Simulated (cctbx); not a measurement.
**Lattice, Laue class and space group of a new crystal**

Cell: a = 12.6550 Å, b = 4.2410 Å, c = 15.3380 Å, α = 90.00°, β = 90.00°, γ = 90.00°. Expected content of the cell: Bi4 Pb4 Dy4 Se16.

Simulated single-crystal data (cctbx): Cu Kα, λ = 1.54184 Å, to d = 0.8 Å, 70 % of the full sphere, strongest reflection 40000 counts, noise from counting, a 3 % proportional error and a noise floor of 8 counts (s.d.); no absorption.

Tests on the unmerged data give:

```text
4696 reflections to d = 0.800 A
centring   violations  <I/sigma> of those
    A       1841 of  2367     12.9
    B       1921 of  2338     15.1
    C       1944 of  2351     14.8
    I       1920 of  2350     15.1
    R       2565 of  3123     14.9
    F       2853 of  3528     14.3
Laue class    unique    Rint  (classes that these axes allow; Friedel mates merged)
P -1             3083   0.025
P 1 2/m 1        1882   0.028
P 1 1 2/m        1743   0.029
P 2/m 1 1        1760   0.029
P m m m          1046   0.031
space group    extra absences  I>4sigma  <I/sigma>
P 2 2 2                 0          0         -  acentric
P 2 2 21               15          0       0.3  acentric
P 21 2 2                9          0      -0.1  acentric
P 2 21 2                3          0       0.2  acentric
P 21 21 2              12          0      -0.0  acentric
P 2 21 21              18          0       0.3  acentric
P 21 2 21              24          0       0.1  acentric
P 21 21 21             27          0       0.2  acentric
P m m 2                 0          0         -  acentric
P 2 m m                 0          0         -  acentric
P m 2 m                 0          0         -  acentric
P 21 m a               93          0       0.0  acentric
P m 2 a                93          0       0.0  acentric
P n m 21              118          0       0.0  acentric
P n 21 m              118          0       0.0  acentric
P n 21 a              211          0       0.0  acentric
P m m m                 0          0         -  centric
P m m a                93          0       0.0  centric
P n m m :1            118          0       0.0  centric
P n m m :2            118          0       0.0  centric
P n m a               211          0       0.0  centric
Wilson B = 0.45 A^2   <|E^2-1|> = 0.889 (0.968 centric, 0.736 acentric)   E^2>4: 2.9 %
shell (A)         n   <I/sigma>
15.34 - 1.60    158     26.9
 1.60 - 1.27    132     31.3
 1.27 - 1.11    127     30.1
 1.11 - 1.01    129     27.7
 1.01 - 0.94    129     28.3
 0.94 - 0.88    118     26.2
 0.88 - 0.84    115     26.9
 0.84 - 0.80    138     26.3
```

**Question.** What are the lattice type, the Laue class and the likely space group?

Every centring test has many violations, so the lattice is primitive.

Rint stays low (0.025 to 0.031) up to P m m m, the highest class in these axes.

21 settings pass the absence test. The most absences obeyed, 211, belong to P n 21 a and P n m a, which absences can't tell apart.

⟨|E²−1|⟩ = 0.889 leans to a centrosymmetric structure. The Wilson B of 0.45 Å² means U ≈ 0.0057 Å².

The true group is Pnma (no. 62), Laue class mmm, centrosymmetric. The tables only narrow the choice to the tied entries; cell content, site symmetry and trial solutions must settle it.

The model was made for the exercise: a known structure type with other elements put in, its volume estimated, not relaxed; displacement parameters are assumed.

[Logs are printed without paths, hosts, clocks, repeated set-up lines and the standing remarks that a program may print on its own settings, such as how far it seeks lower states.]
